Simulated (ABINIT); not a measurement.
# CaInCl3 (Pm-3m): modes at Γ and the response to a field, part 2 of 3

Aim: the zone-centre modes of CaInCl3 (Pm-3m).

ABINIT 10.8.3; DFT LDA, scalar-relativistic, plane waves, PseudoDojo norm-conserving pseudopotentials.

So far. Step 5 (Relaxing the cell and atoms): The volume changes by -0.2 % in this run and stands -16.9 % from the first cell. Step 6 (Self-consistent run for the response): The cell stands at -0.25 GPa: the relaxation ran with a smoothed and higher cutoff and on another k mesh. The relaxed cell has a = 5.178 Å (conventional setting).

The structure was built from a prototype and need not be the compound's stable phase.

## 8. Zone-centre response

The derivative of the wavefunctions by k comes first, since the response to a field is built on it; then the field and the displacements that symmetry doesn't supply are solved at q = 0.

It reads the wavefunctions written in step 6.

dfpt_gamma.abi reads:

```
ndtset 2

# common to the responses
getwfk_filepath "gso_WFK"
kptopt 2
nqpt 1
qpt 0.0 0.0 0.0
asr 0
chneut 0

# d/dk
rfelfd1 2
rfdir1 1 1 1
iscf1 -3
tolwfr1 1.0d-20

# displacements, field
rfphon2 1
rfatpol2 1 5
rfdir2 1 1 1
rfelfd2 3
getddk2 1
tolvrs2 1.0d-10
prtwf2 0

# basis, mesh and filling
ecut 31.0
ngkpt 4 4 4
nshiftk 1
shiftk 0.5 0.5 0.5
istwfk *1
occopt 1
nband 22
nstep 100
diemac 9.0
prtebands 0
prtgsr 0
useylm 1

# cell and atoms
acell 9.785154247 9.785154247 9.785154247
rprim 
    1.0 0.0 0.0
    0.0 1.0 0.0
    0.0 0.0 1.0
ntypat 3
znucl 49 20 17
natom 5
typat 1 2 3 3 3
xred 
    0.0 0.0 0.0
    0.5 0.5 0.5
    0.5 0.5 0.0
    0.5 0.0 0.5
    0.0 0.5 0.5
pp_dirpath "./pseudo"
pseudos "In.upf, Ca.upf, Cl.upf"
```

Command:

```console
$ OMP_NUM_THREADS=1 mpirun -n 4 abinit dfpt_gamma.abi > dfpt_gamma.log
```

Numbers of over 12 decimals in the logs are rounded to 6 here.

dfpt_gamma.abo, the main output file:

```text
[banners, grids, parts of the stress and lines that vanish by symmetry left out]
- input  file    -> dfpt_gamma.abi
- output file    -> dfpt_gamma.abo
- root for input  files -> dfpt_gammai
[...]
DATASET    1 : space group Pm -3 m (#221); Bravais cP (primitive cubic)
[...]
nfft =      125000          nkpt =          32
[...]
DATASET    2 : space group Pm -3 m (#221); Bravais cP (primitive cubic)
[...]
nfft =      125000          nkpt =          32
[...]
== DATASET  1 ==================================================================
[...]
cutoff_energies: {ecut:  31.0, pawecutdg:  -1.0, }
[...]
- 17.00000   7.00000  180309                  znucl, zion, pspdat
[...]
Perturbation : derivative vs k along direction   1
[...]
-ETOT  1  -23.522234406592     -2.352E+01 5.962E-02 0.000E+00
 ETOT  2  -23.660305498017     -1.381E-01 8.771E-03 0.000E+00
 ETOT  3  -23.666563149605     -6.258E-03 2.254E-04 0.000E+00
 ETOT  4  -23.666952630994     -3.895E-04 3.220E-05 0.000E+00
 ETOT  5  -23.666980947391     -2.832E-05 1.528E-06 0.000E+00
[...]
At SCF step   20   max residual=  9.97E-21 < tolwfr=  1.00E-20 =>converged.
[...]
Perturbation : derivative vs k along direction   2
[...]
-ETOT  1  -23.521321523182     -2.352E+01 5.962E-02 0.000E+00
[...]
At SCF step   20   max residual=  9.97E-21 < tolwfr=  1.00E-20 =>converged.
[...]
Perturbation : derivative vs k along direction   3
[...]
-ETOT  1  -23.522234498347     -2.352E+01 5.962E-02 0.000E+00
[...]
At SCF step   20   max residual=  9.97E-21 < tolwfr=  1.00E-20 =>converged.
[...]
1        1       0.9455421919    0.0000000000
     1        2       0.0000000000    0.0000000000
     1        3       0.0000000000    0.0000000000
     2        1       0.0000000000    0.0000000000
     2        2       0.9455421919    0.0000000000
     2        3       0.0000000000    0.0000000000
     3        1       0.0000000000    0.0000000000
     3        2       0.0000000000    0.0000000000
     3        3       0.9455421919    0.0000000000
[...]
== DATASET  2 ==================================================================
[...]
cutoff_energies: {ecut:  31.0, pawecutdg:  -1.0, }
[...]
Perturbation : displacement of atom   1   along direction   1
[...]
-ETOT  1   10.733256923283     -2.484E+04 4.633E+01 2.264E+02
[...]
At SCF step   14       vres2   =  2.86E-11 < tolvrs=  1.00E-10 =>converged.
[...]
Perturbation : displacement of atom   2   along direction   1
[...]
-ETOT  1   15.589032482364     -4.348E+03 1.748E+01 6.000E+03
[...]
At SCF step   15       vres2   =  2.92E-11 < tolvrs=  1.00E-10 =>converged.
[...]
Perturbation : displacement of atom   3   along direction   1
[...]
-ETOT  1   1.734198     -1.191E+03 2.234E+00 8.506E+02
[...]
At SCF step   14       vres2   =  1.27E-11 < tolvrs=  1.00E-10 =>converged.
[...]
Perturbation : displacement of atom   3   along direction   3
[...]
-ETOT  1   11.617471585441     -1.211E+03 2.107E+00 5.597E+03
[...]
At SCF step   16       vres2   =  1.61E-11 < tolvrs=  1.00E-10 =>converged.
[...]
Perturbation : homogeneous electric field along direction   1
[...]
-ETOT  1  -66.991112923817     -6.699E+01 9.901E-01 3.075E+04
[...]
ETOT 14  -87.064745413057     -5.826E-12 3.157E-13 2.004E-10
 ETOT 15  -87.064745413057     -8.527E-14 9.319E-14 6.802E-12
 At SCF step   15       vres2   =  6.80E-12 < tolvrs=  1.00E-10 =>converged.
[...]
Dielectric tensor, in cartesian coordinates,
[...]
1    7   1    7         3.8322056544        -0.0000000000
   1    7   2    7        -0.0000000000        -0.0000000000
   1    7   3    7        -0.0000000000        -0.0000000000
   2    7   1    7        -0.0000000000        -0.0000000000
   2    7   2    7         3.8322056544        -0.0000000000
   2    7   3    7        -0.0000000000        -0.0000000000
   3    7   1    7        -0.0000000000        -0.0000000000
   3    7   2    7        -0.0000000000        -0.0000000000
   3    7   3    7         3.8322056544        -0.0000000000
  Effective charges, in cartesian coordinates,
[...]
1    1   1    7         1.9363141665         0.0000000000
   2    1   1    7         0.0000000000         0.0000000000
   3    1   1    7         0.0000000000         0.0000000000
   1    2   1    7         2.4260887098         0.0000000000
   2    2   1    7         0.0000000000         0.0000000000
[...]
Effective charges, in cartesian coordinates,
[...]
2    7   1    5         0.0000000000         0.0000000000
   3    7   1    5         0.0000000000         0.0000000000
   1    7   2    5         0.0000000000         0.0000000000
   2    7   2    5        -1.2250002481         0.0000000000
   3    7   2    5         0.0000000000         0.0000000000
   1    7   3    5         0.0000000000         0.0000000000
   2    7   3    5         0.0000000000         0.0000000000
   3    7   3    5        -1.2250002481         0.0000000000
  Phonon wavevector (reduced coordinates) :  0.00000  0.00000  0.00000
 Phonon energies in Hartree :
[...]
Phonon frequencies in cm-1    :
- -6.471706E+01 -6.471706E+01 -6.471706E+01 -2.404705E+01 -2.404705E+01
- -2.404705E+01  1.449568E+00  1.449568E+00  1.449568E+00  8.339512E+01
-  8.339512E+01  8.339512E+01  3.291610E+02  3.291610E+02  3.291610E+02
  Phonon at Gamma, with non-analyticity in the
[...]
Phonon energies in Hartree :
[...]
Phonon frequencies in cm-1    :
- -6.471706E+01 -6.471706E+01 -2.404705E+01 -2.404705E+01 -2.404705E+01
-  1.447847E+00  1.449568E+00  1.449568E+00  4.089852E+01  8.339512E+01
-  8.339512E+01  1.113512E+02  3.291610E+02  3.291610E+02  3.618804E+02
  Phonon at Gamma, with non-analyticity in the
[...]
Phonon energies in Hartree :
[...]
Phonon frequencies in cm-1    :
- -6.471706E+01 -6.471706E+01 -2.404705E+01 -2.404705E+01 -2.404705E+01
-  1.447846E+00  1.449568E+00  1.449568E+00  4.089852E+01  8.339512E+01
-  8.339512E+01  1.113512E+02  3.291610E+02  3.291610E+02  3.618804E+02
  Phonon at Gamma, with non-analyticity in the
[...]
Phonon energies in Hartree :
[...]
Phonon frequencies in cm-1    :
- -6.471706E+01 -6.471706E+01 -2.404705E+01 -2.404705E+01 -2.404705E+01
-  1.447846E+00  1.449568E+00  1.449568E+00  4.089852E+01  8.339512E+01
-  8.339512E+01  1.113512E+02  3.291610E+02  3.291610E+02  3.618804E+02
[...]
fcart2     0.0000000000E+00  0.0000000000E+00  0.0000000000E+00
           strten2     0.0000000000E+00  0.0000000000E+00  0.0000000000E+00
================================================================================
```

The job ended after 6.2 min (4 MPI ranks of Arm Neoverse V2, shared host).

Read from the output:

| Item | Value |
| --- | --- |
| miss of the charge sum rule | 0.005660 e |
| largest acoustic frequency at the zone centre before the sum rule | 1.45 cm⁻¹ |
| highest optical zone-centre mode (no LO-TO term) | 329.2 cm⁻¹ |
| lowest optical zone-centre mode | -64.72 cm⁻¹ |
| mean high-frequency dielectric constant | 3.832 |
| largest Born charge in size (third of the trace) | 2.426 e |

Born charge (rows field, columns displacement), before the sum rule (e), principal values of the symmetric part by kind of site:

```csv
atom,atoms with these values,low,middle,high,mean
In1,1,1.94,1.94,1.94,1.94
Ca2,1,2.43,2.43,2.43,2.43
Cl3,3,-1.91,-1.23,-1.23,-1.45
```

In full for Cl3:

```
-1.23  0.00  0.00
 0.00 -1.23  0.00
 0.00  0.00 -1.91
```

High-frequency dielectric tensor:

```
3.83 0.00 0.00
0.00 3.83 0.00
0.00 0.00 3.83
```

The acoustic modes at Γ come out as far as 1.4 cm⁻¹ from zero, where they should vanish, a small numerical error; the Born charges miss their sum rule by 0.0057 e, which is good. The lowest optical mode is imaginary, 65i cm⁻¹, an instability at this level and on this k mesh.

## 9. Modes with the sum rule

anaddb reads the merged derivatives, imposes the acoustic sum rule and charge neutrality, and adds the LO-TO term along chosen directions.

anaddb.abi reads:

```
ddb_filepath "gamma_DDB"
output_file "anaddb.abo"
outdata_prefix "anaddb"
asr 1
chneut 1
enunit 2
eivec 1
nph1l 1
qph1l 0.0 0.0 0.0 1.0
dieflag 2
nph2l 3
qph2l 
    1.0 0.0 0.0 0.0
    0.0 0.0 1.0 0.0
    1.0 1.0 1.0 0.0
```

mrgddb.in reads:

```
gamma_DDB
merged
2
dfpt_gammao_DS2_DDB
gso_DDB
```

Command:

```console
$ mrgddb < mrgddb.in > mrgddb.log
$ OMP_NUM_THREADS=1 anaddb anaddb.abi > anaddb.log
```

anaddb.abo, the main output file:

```text
[banners, grids, parts of the stress and lines that vanish by symmetry left out]
-outvars_anaddb: echo values of input variables ----------------------

 Flags :
[...]
Dielectric Tensor and Effective Charges
[...]
Effective charge tensors after
[...]
Phonon wavevector (reduced coordinates) :  0.00000  0.00000  0.00000
 Phonon energies in Hartree :
[...]
Phonon energies in meV     :
- -8.024488E+00 -8.024488E+00 -8.024488E+00 -2.983389E+00 -2.983389E+00
- -2.983389E+00  0.000000E+00  0.000000E+00  0.000000E+00  1.033579E+01
-  1.033579E+01  1.033579E+01  4.080987E+01  4.080987E+01  4.080987E+01
 Phonon frequencies in cm-1    :
- -6.472186E+01 -6.472186E+01 -6.472186E+01 -2.406266E+01 -2.406266E+01
- -2.406266E+01  0.000000E+00  0.000000E+00  0.000000E+00  8.336376E+01
-  8.336376E+01  8.336376E+01  3.291538E+02  3.291538E+02  3.291538E+02
 Phonon frequencies in Thz     :
- -1.940313E+00 -1.940313E+00 -1.940313E+00 -7.213803E-01 -7.213803E-01
- -7.213803E-01  0.000000E+00  0.000000E+00  0.000000E+00  2.499183E+00
-  2.499183E+00  2.499183E+00  9.867783E+00  9.867783E+00  9.867783E+00
 Phonon energies in Kelvin  :
- -9.312032E+01 -9.312032E+01 -9.312032E+01 -3.462079E+01 -3.462079E+01
- -3.462079E+01  0.000000E+00  0.000000E+00  0.000000E+00  1.199419E+02
-  1.199419E+02  1.199419E+02  4.735789E+02  4.735789E+02  4.735789E+02
[...]
-  1  0.00000000E+00  0.00000000E+00 -1.51070251E-03
-     0.00000000E+00  0.00000000E+00  0.00000000E+00
-  2  0.00000000E+00  0.00000000E+00  3.74046875E-04
-     0.00000000E+00  0.00000000E+00  0.00000000E+00
-  3  0.00000000E+00  0.00000000E+00  5.71888218E-04
-     0.00000000E+00  0.00000000E+00  0.00000000E+00
-  4  0.00000000E+00  0.00000000E+00  1.94896913E-03
-     0.00000000E+00  0.00000000E+00  0.00000000E+00
-  5  0.00000000E+00  0.00000000E+00  1.94896913E-03
-     0.00000000E+00  0.00000000E+00  0.00000000E+00
[...]
-  1  0.00000000E+00  1.51070251E-03  0.00000000E+00
-     0.00000000E+00  0.00000000E+00  0.00000000E+00
-  2  0.00000000E+00 -3.74046875E-04  0.00000000E+00
-     0.00000000E+00  0.00000000E+00  0.00000000E+00
-  3  0.00000000E+00 -1.94896913E-03  0.00000000E+00
-     0.00000000E+00  0.00000000E+00  0.00000000E+00
-  4  0.00000000E+00 -5.71888218E-04  0.00000000E+00
-     0.00000000E+00  0.00000000E+00  0.00000000E+00
-  5  0.00000000E+00 -1.94896913E-03  0.00000000E+00
-     0.00000000E+00  0.00000000E+00  0.00000000E+00
[...]
-  1  1.51070251E-03  0.00000000E+00  0.00000000E+00
-     0.00000000E+00  0.00000000E+00  0.00000000E+00
-  2 -3.74046875E-04  0.00000000E+00  0.00000000E+00
-     0.00000000E+00  0.00000000E+00  0.00000000E+00
-  3 -1.94896913E-03  0.00000000E+00  0.00000000E+00
-     0.00000000E+00  0.00000000E+00  0.00000000E+00
-  4 -1.94896913E-03  0.00000000E+00  0.00000000E+00
-     0.00000000E+00  0.00000000E+00  0.00000000E+00
[...]
Phonon at Gamma, with non-analyticity in the
[...]
Phonon energies in Hartree :
[...]
Phonon energies in meV     :
- -8.024488E+00 -8.024488E+00 -2.983389E+00 -2.983389E+00 -2.983389E+00
-  0.000000E+00  0.000000E+00  0.000000E+00  5.073924E+00  1.033579E+01
[...]
Phonon frequencies in cm-1    :
[...]
Phonon frequencies in Thz     :
[...]
Phonon energies in Kelvin  :
[...]
-  0.000000E+00  0.000000E+00  0.000000E+00  5.888044E+01  1.199419E+02
-  1.199419E+02  1.602036E+02  4.735789E+02  4.735789E+02  5.206607E+02
[...]
-  5  0.00000000E+00  0.00000000E+00 -2.78150787E-03
-     0.00000000E+00  0.00000000E+00  0.00000000E+00
[...]
-  1  0.00000000E+00  0.00000000E+00  0.00000000E+00
-     0.00000000E+00  0.00000000E+00  0.00000000E+00
-  2  0.00000000E+00  0.00000000E+00  0.00000000E+00
-     0.00000000E+00  0.00000000E+00  0.00000000E+00
-  3  0.00000000E+00 -2.78150787E-03  0.00000000E+00
-     0.00000000E+00  0.00000000E+00  0.00000000E+00
-  4  0.00000000E+00  0.00000000E+00  0.00000000E+00
-     0.00000000E+00  0.00000000E+00  0.00000000E+00
-  5  0.00000000E+00  2.78150787E-03  0.00000000E+00
-     0.00000000E+00  0.00000000E+00  0.00000000E+00
[...]
Phonon at Gamma, with non-analyticity in the
[...]
Phonon energies in Hartree :
[...]
Phonon energies in meV     :
- -8.024488E+00 -8.024488E+00 -2.983389E+00 -2.983389E+00 -2.983389E+00
-  0.000000E+00  0.000000E+00  0.000000E+00  5.073924E+00  1.033579E+01
-  1.033579E+01  1.380528E+01  4.080987E+01  4.080987E+01  4.486706E+01
 Phonon frequencies in cm-1    :
- -6.472186E+01 -6.472186E+01 -2.406266E+01 -2.406266E+01 -2.406266E+01
[...]
Phonon frequencies in Thz     :
[...]
Phonon energies in Kelvin  :
[...]
Phonon at Gamma, with non-analyticity in the
[...]
Phonon energies in Hartree :
[...]
Phonon energies in meV     :
[...]
Phonon frequencies in cm-1    :
[...]
Phonon frequencies in Thz     :
[...]
Phonon energies in Kelvin  :
[...]
-  0.000000E+00  0.000000E+00  0.000000E+00  5.888044E+01  1.199419E+02
-  1.199419E+02  1.602036E+02  4.735789E+02  4.735789E+02  5.206607E+02
[...]
-  4  1.61985562E-04  1.55006938E-03 -5.98910232E-05
-     0.00000000E+00  0.00000000E+00  0.00000000E+00
-  5 -2.45937601E-03 -1.02094539E-04 -5.98910232E-05
-     0.00000000E+00  0.00000000E+00  0.00000000E+00
[...]
;  5 -1.70108166E-03 -7.45128882E-05 -7.45128882E-05
;     0.00000000E+00  0.00000000E+00  0.00000000E+00
-
```

Run time: 0.51 s. Hardware: 1 thread.

Numbers from this step:

```yaml
miss_of_the_charge_sum_rule: 0.00566 e
highest_optical_zone_centre_mode_no_lo_to_term: 329.1 cm⁻¹
highest_mode_moved_by_the_lo_to_term: 361.9 cm⁻¹
```

No LO-TO term; unit eigenvectors of the mass-weighted matrix, from anaddb's displacements. Modes at Γ, with each element's share of the kinetic energy (negative means imaginary):

```csv
mode,frequency (cm⁻¹),symmetry,In %,Ca %,Cl %
1,-64.7,T1u,48,1,51
2,-64.7,T1u,48,1,51
3,-64.7,T1u,48,1,51
4,-24.1,T2u,0,0,100
5,-24.1,T2u,0,0,100
6,-24.1,T2u,0,0,100
7,0.0,acoustic,44,15,41
8,0.0,acoustic,44,15,41
9,0.0,acoustic,44,15,41
10,83.4,T1u,8,44,48
11,83.4,T1u,8,44,48
12,83.4,T1u,8,44,48
13,329.2,T1u,0,40,60
14,329.2,T1u,0,40,60
15,329.2,T1u,0,40,60
```

Displacements in mode 1 (-64.7 cm⁻¹), the largest set to 1:
```
In1  0.00  0.00 -0.77
Ca2  0.00  0.00  0.19
Cl3  0.00  0.00  0.29
Cl4  0.00  0.00  1.00
Cl5  0.00  0.00  1.00
```

Displacements in mode 13 (329.2 cm⁻¹), the largest set to 1:
```
In1  0.00  0.00  0.00
Ca2  0.00  0.00  0.76
Cl3  0.00  0.00 -1.00
Cl4  0.00  0.00  0.07
Cl5  0.00  0.00  0.07
```

With imaginary modes the relaxed-ion tensors have no meaning and are not tabulated.

The rule moves no optical mode by more than 0.1 cm⁻¹.

(Part 2 of 3 ends here.)

[Host names and launcher messages were left out of these logs when they were recorded.]

[Logs are printed without paths, hosts, clocks, repeated set-up lines and the standing remarks that a program may print on its own settings, such as how far it seeks lower states.]

[Hosts, paths, dates, database ids (printed as entryN), source tags and the programs' standing remarks are cut or masked in the printed files.]
